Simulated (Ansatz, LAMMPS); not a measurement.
# A frame of liquid (K,Cs,Na)F from 1100 K, run at 400 K (106 atoms) in motion

How do the atoms of a frame of liquid (K,Cs,Na)F from 1100 K, run at 400 K (106 atoms) move, and what local order do they keep?

Main program and level: Ansatz 0.2.0; Kohn-Sham DFT, PBE, PAW (set soft_2), plane waves.

### Step 1. The structure

The cell holds 106 atoms: 22 K, 6 Cs, 25 Na and 53 F. Its edges and angles: a = 13.427 Å, b = 13.427 Å, c = 13.427 Å, α = 90.0°, β = 90.0°, γ = 90.0°. 106 atoms (22 K, 6 Cs, 25 Na, 53 F) placed at random at 2.13 g/cm³, melted at 1600 K for 10 ps at fixed volume with the Lennard-Jones and Coulomb ion parameters for SPC/E (Joung and Cheatham, J. Phys. Chem. B 112, 9020 (2008)), full charges. Snapshot at the end of a hold of 15 ps at 1100 K and zero pressure.

Limits known from the start: The starting topology of bonds comes from the classical model, and needn't be the one that DFT or experiment would give. The cell was made at 1100 K but the dynamics is set to 400 K: the trajectory isn't one at 1100 K. The ion parameters were fitted for water, not for melts, so the density of this cell may lie well off the real melt's. Only the Γ point is sampled, in a cell whose shortest periodic width is 13 Å. The levels lack spin–orbit coupling, which is large for the heavy elements here.

### Step 2. Dynamics started at 400 K

A Nosé–Hoover thermostat steers the temperature while disturbing the dynamics little. The time step is 1.0 fs.

Contents of input.yaml:

```yaml
crystal:
  lattice:
    - [13.42746, 0.0, 0.0]
    - [0.0, 13.42746, 0.0]
    - [0.0, 0.0, 13.42746]
  atoms:
    - { symbol: K, position: [0.68432, 0.5379, 0.63501] }
    - { symbol: K, position: [0.61419, 0.35082, 0.97445] }
    - { symbol: K, position: [0.34361, 0.15174, 0.77422] }
    - { symbol: K, position: [0.25, 0.58265, 0.94478] }
    [... 96 atom lines left out ...]
    - { symbol: F, position: [0.51681, 0.52699, 0.96021] }
    - { symbol: F, position: [0.9158, 0.52834, 0.65148] }
    - { symbol: F, position: [0.92477, 0.64017, 0.32664] }
    - { symbol: F, position: [0.966, 0.24913, 0.12246] }
    - { symbol: F, position: [0.5019, 0.58735, 0.27376] }
    - { symbol: F, position: [0.23723, 0.98973, 0.81843] }
kpoints:
  mp_grid: { grid: [1, 1, 1] }
hamiltonian:
  xc: pbe
scf:
  occupations: { method: fixed }
output:
  forces: true
md:
  timestep: 1.0
  n_steps: 66
  ensemble: nvt_nose_hoover
  temperature: 400
  initial_velocities: maxwell_boltzmann
  seed: 1104
```

Started as:

```
$ ansatz run input.yaml --threads 4 --pin off --max-ram 8192MiB --backend cpu --events-out ev --progress --plain --runs-dir out
```

It took 34 min on 4 threads of Arm Neoverse V2, shared host; peak memory 3.5 GiB; 88 min of CPU time.

The program notes that it switched symmetry off.

The trajectory, sampled:

```
time (fs)  T (K)  potential (meV/atom)  conserved (meV/atom)
      0.0    400                   0.0                  0.00
      4.0    404                  -0.5                  0.00
      9.0    417                  -2.2                  0.00
     13.0    435                  -4.5                  0.00
     18.0    462                  -8.0                  0.00
     22.0    486                 -11.2                  0.00
     26.0    510                 -14.4                  0.00
     31.0    538                 -18.2                  0.00
     35.0    558                 -21.0                  0.00
     40.0    577                 -24.0                 -0.01
     44.0    589                 -26.0                 -0.01
     48.0    596                 -27.6                 -0.01
     53.0    600                 -29.1                 -0.01
     57.0    598                 -29.8                 -0.01
     62.0    588                 -29.8                 -0.01
     66.0    575                 -29.3                 -0.01
```

Mean square displacement from the first frame to the last: K 0.14 Å², Cs 0.040 Å², Na 0.18 Å², F 0.20 Å².

The mean square displacement by time lag:

```
time lag (fs)  Cs (Å²)   F (Å²)   K (Å²)  Na (Å²)
          1.0   1.1e-5   6.6e-5   3.5e-5   5.7e-5
          2.0   4.3e-5   2.6e-4   1.4e-4   2.3e-4
          3.0   9.6e-5   5.9e-4   3.1e-4   5.1e-4
          6.0   3.8e-4  0.00238  0.00126  0.00205
          7.0   5.2e-4  0.00323  0.00172  0.00279
          9.0   8.7e-4  0.00534  0.00285  0.00460
         10.0  0.00107  0.00659  0.00352  0.00567
         11.0  0.00129  0.00796  0.00426  0.00685
         14.0  0.00209   0.0128  0.00692   0.0111
         15.0  0.00240   0.0147  0.00794   0.0127
         17.0  0.00308   0.0188   0.0102   0.0162
         18.0  0.00345   0.0211   0.0114   0.0181
         19.0  0.00385   0.0234   0.0127   0.0201
         22.0  0.00515   0.0311   0.0171   0.0267
         23.0  0.00562   0.0339   0.0186   0.0291
         25.0  0.00663   0.0398   0.0220   0.0341
         26.0  0.00717   0.0428   0.0238   0.0368
         27.0  0.00773   0.0460   0.0256   0.0395
         30.0  0.00952   0.0560   0.0315   0.0482
         31.0   0.0102   0.0595   0.0336   0.0512
         33.0   0.0115   0.0668   0.0379   0.0574
```

Over the second half of 66 fs the temperature averages 585 K with swings of 14 K r.m.s. The conserved energy stays within 0.01 meV/atom. From first frame to last F has the largest mean square displacement, 0.20 Å² at the end; the farthest move is 0.82 Å. The mean temperature of 585 K lies well off the 400 K of the input, so the thermostat hasn't yet brought the run to equilibrium. The run spans 0.07 ps, too short for its means to be equilibrium values.

### Step 3. Local order late in the run

The g(r) is a mean over the second half; what follows it is taken at the last frame.

Density 2.22 g/cm³, 22.84 Å³ an atom.

Mean of 18 frames. g(r), total and by pair (bins of 0.2 Å):

```
r (Å)  total   F-F  F-Na   F-K  F-Cs  Na-Na  Na-K
 1.90   0.02  0.00  0.09  0.00  0.00   0.00  0.00
 2.10   0.56  0.00  2.38  0.00  0.00   0.00  0.00
 2.30   1.44  0.00  5.67  0.53  0.00   0.00  0.00
 2.50   1.38  0.00  3.41  2.74  0.00   0.00  0.00
 2.70   1.29  0.00  1.38  4.09  1.98   0.07  0.00
 2.90   0.89  0.21  0.78  2.08  3.26   0.64  0.01
 3.10   1.00  0.89  0.43  1.67  2.67   1.21  0.81
 3.30   1.17  1.67  0.54  0.77  1.69   2.13  1.91
 3.50   1.18  1.70  0.22  0.82  0.55   2.21  2.08
 3.70   1.19  1.79  0.37  0.50  0.85   1.73  1.66
 3.90   1.03  1.90  0.27  0.54  0.55   0.60  1.66
 4.10   0.89  1.29  0.35  0.47  0.28   1.18  1.58
 4.30   0.81  1.06  0.52  0.38  0.35   1.98  1.19
 4.50   0.77  1.04  0.58  0.46  0.64   0.86  1.17
 4.70   0.83  1.00  0.88  0.47  0.81   0.66  0.82
 4.90   1.02  0.87  1.09  1.05  1.22   0.84  1.29
 5.10   1.13  0.84  1.62  1.21  0.62   0.63  1.24
 5.30   1.14  0.92  1.39  1.54  1.29   0.39  0.80
 5.50   1.03  0.64  1.52  1.34  0.84   0.37  0.55
 5.70   1.04  0.69  1.33  1.46  1.15   0.46  0.56
 5.90   1.06  0.86  1.41  1.41  1.39   0.58  0.45
 6.10   0.92  0.84  1.04  1.17  0.98   0.70  0.61
 6.30   0.96  0.88  1.00  1.00  1.75   0.75  0.87
 6.50   0.90  0.95  0.79  0.85  1.31   0.91  0.97
```

Bonds by pair of elements; cutoffs follow the first minimum of g(r), held within bounds set by covalent radii, and pairs that aren't listed don't count as bonded:

```
pair A-B  cutoff (Å)  bonds  mean length (Å)  spread (Å)  shortest (Å)  B about A  A about B
    F-Na        3.12    111             2.42       0.258          1.96       2.09       4.44
     F-K        3.43    113             2.83       0.262          2.37       2.13       5.14
    F-Cs        3.52     30             3.05       0.192          2.67      0.566          5
```

The cutoff for F-K falls short of the minimum of g(r), so counts run low and odd coordinations can be artefacts.

How many atoms have how many bonded neighbours:

```
element  mean  3   4   5  6
     Cs     5  0   2   2  2
      F  4.79  1  18  25  9
      K  5.14  0   4  11  7
     Na  4.44  3   9  12  1
```

Bond angles (no mean is given where the spread exceeds 20°):

```
  angle  count  mean (°)  spread (°)
  F-K-F    239         -           -
 F-Na-F    198         -           -
 K-F-Na    191         -           -
  K-F-K    109         -           -
Na-F-Na     89         -           -
```

Bond length by coordination (bonds to H left out):

```
element  coordination  atoms  mean bond length (Å)
     Cs             4      2                  2.97
     Cs             5      2                  3.04
     Cs             6      2                  3.12
      F             3      1                  2.53
      F             4     18                  2.56
      F             5     25                  2.71
      F             6      9                  2.76
      K             4      4                  2.77
      K             5     11                  2.82
      K             6      7                  2.86
     Na             3      3                  2.25
     Na             4      9                  2.34
     Na             5     12                  2.48
     Na             6      1                  2.58
```

First main peaks of g(r), for some of the pairs, lie near 2.3 Å (F-Na), 2.7 Å (F-K), 3.0 Å (F-Cs) and 3.4 Å (Na-K).

### Step 4. Single point at the last frame

The last frame is solved again with fuller output, to read the electronic structure of a thermally displaced geometry.

Contents of input.yaml:

```yaml
crystal:
  lattice:
    - [13.42746, 0.0, 0.0]
    - [0.0, 13.42746, 0.0]
    - [0.0, 0.0, 13.42746]
  atoms:
    - { symbol: K, position: [0.68414, 0.51573, 0.65721] }
    - { symbol: K, position: [0.59706, 0.37017, 0.98925] }
    - { symbol: K, position: [0.34504, 0.1377, 0.75025] }
    - { symbol: K, position: [0.24533, 0.5737, 0.91212] }
    [... 96 atom lines left out ...]
    - { symbol: F, position: [0.49054, 0.53788, 0.95699] }
    - { symbol: F, position: [0.88746, 0.5251, 0.64486] }
    - { symbol: F, position: [0.89083, 0.60802, 0.33833] }
    - { symbol: F, position: [0.00339, 0.2733, 0.12179] }
    - { symbol: F, position: [0.50961, 0.58459, 0.2506] }
    - { symbol: F, position: [0.21711, 0.97898, 0.79425] }
kpoints:
  mp_grid: { grid: [1, 1, 1] }
hamiltonian:
  xc: pbe
scf:
  occupations: { method: fixed }
output:
  forces: true
  stress: true
  populations: true
  dos:
    method: { smearing: { sigma: 0.15 } }
    de: 0.1
    projected: { site_lists: { Cs: [Cs], F: [F], K: [K], Na: [Na] } }
  eigenvalues: true
  write_density: true
  write_potential: true
  volumetric_format: npy
  elf: true
```

Wall time 2.2 min (4 threads); peak memory 3.4 GiB.

The program notes that the exchange-correlation potential is rough where the density is thin.

The run gave:

| Item | Value |
| --- | --- |
| free energy | -147977.7831 eV |
| free energy per atom | -1396.0168 eV/atom |
| SCF cycles | 9 |
| pressure | -1.295 GPa |
| r.m.s. force component | 0.3402 eV/Å |
| longest force | 1.604 eV/Å |
| Fermi energy | 0.7199 eV |
| gap (highest filled to lowest empty level) | 3.65 eV |
| spilling of the projection | 0.004471 |

Length of the force by element:

```
element  coordination  atoms  mean length of the force (eV/Å)  spread  least   most
     Cs           all      6                            0.386    0.24  0.224  0.913
      F           all     53                            0.562   0.249  0.223   1.60
      K           all     22                            0.470   0.124  0.236  0.711
     Na           all     25                            0.586   0.266  0.154   1.37
```

Löwdin charges by element (they lack the spilled electrons, 0.036 e an atom on average):

```
element  coordination  atoms  mean charge (e)  spread   least    most
     Cs           all      6            0.961  0.0133   0.939   0.978
      F           all     53           -0.775  0.0061  -0.791  -0.762
      K           all     22            0.862  0.0085   0.848   0.877
     Na           all     25            0.805  0.0097   0.787   0.822
```

Density of states as counts of states in windows of 1 eV (from the Fermi level), total and the larger projections:

```
from (eV)  to (eV)  total    F p  Cs p   K p
      -14      -13    0.0    0.0   0.0   0.0
      -13      -12   11.7    0.0   0.0  11.6
      -12      -11   96.0    0.5   0.0  95.0
      -11      -10   24.3    0.2   0.0  23.9
      -10       -8    0.0    0.0   0.0   0.0
       -8       -7    1.1    0.0   1.0   0.0
       -7       -6   34.3    0.9  33.0   0.0
       -6       -5    0.6    0.0   0.6   0.0
       -5       -3    0.0    0.0   0.0   0.0
       -3       -2   34.1   32.3   0.1   0.1
       -2       -1  204.7  197.5   0.6   0.5
       -1        0   77.3   75.3   0.3   0.2
        0        1    1.9    1.9   0.0   0.0
        1        3    0.0    0.0   0.0   0.0
        3        4    2.0    0.0   0.0   0.0
        4        5    9.5    0.6   0.1   0.1
```

With fixed occupations the program's Fermi level is the highest filled level; weight inside the gap is the broadening of levels at its edges.

Between -26 and -14 eV lie 268 more states.

The stored curve holds about 754 of the 848 electrons; the rest, give or take the few that broadening carries across the Fermi level, lie in deeper levels below its range.

The levels nearest the highest filled one (over half full), pooled over k-points and spins:

```
level less the highest filled one (eV)  occupation
                                -0.334           2
                                -0.303           2
                                -0.208           2
                                -0.171           2
                               -0.0511           2
                                     0           2
                                  3.65           0
                                  4.45           0
                                  4.57           0
                                  4.78           0
                                  4.83           0
                                  4.97           0
```

Mean Löwdin charges: Cs +0.96, F -0.77, K +0.86, Na +0.80 e (they miss 0.45 % of the electrons, so they add up to more than the cell's charge).

### Step 5. Summary of results

```json
{"mean temperature, second half": "585.2 K", "temperature swing, second half": "14.39 K", "slope of the conserved energy against time, by least squares": "-0.1241 meV/atom/ps", "free energy per atom": "-1396.0168 eV/atom", "pressure": "-1.295 GPa", "r.m.s. force component": "0.3402 eV/Å", "gap (highest filled to lowest empty level)": "3.65 eV", "wall time of the 2 DFT runs": "36 min"}
```

**Reading.** Over the second half of 66 fs the temperature averages 585 K with swings of 14 K r.m.s. The conserved energy stays within 0.01 meV/atom. The mean temperature of 585 K lies well off the 400 K of the input, so the thermostat hasn't yet brought the run to equilibrium. The run spans 0.07 ps, too short for its means to be equilibrium values. Between filled and empty levels lie 3.65 eV (at Γ alone); a semilocal functional tends to put such gaps too low. In a disordered cell it changes from sample to sample and from frame to frame.

**Limits.** The pressure of a single frame lacks the kinetic term, about 0.35 GPa here.

[Logs are printed without paths, hosts, clocks, repeated set-up lines and the standing remarks that a program may print on its own settings, such as how far it seeks lower states.]

[Hosts, paths, dates, database ids (printed as entryN), source tags and the programs' standing remarks are cut or masked in the printed files.]
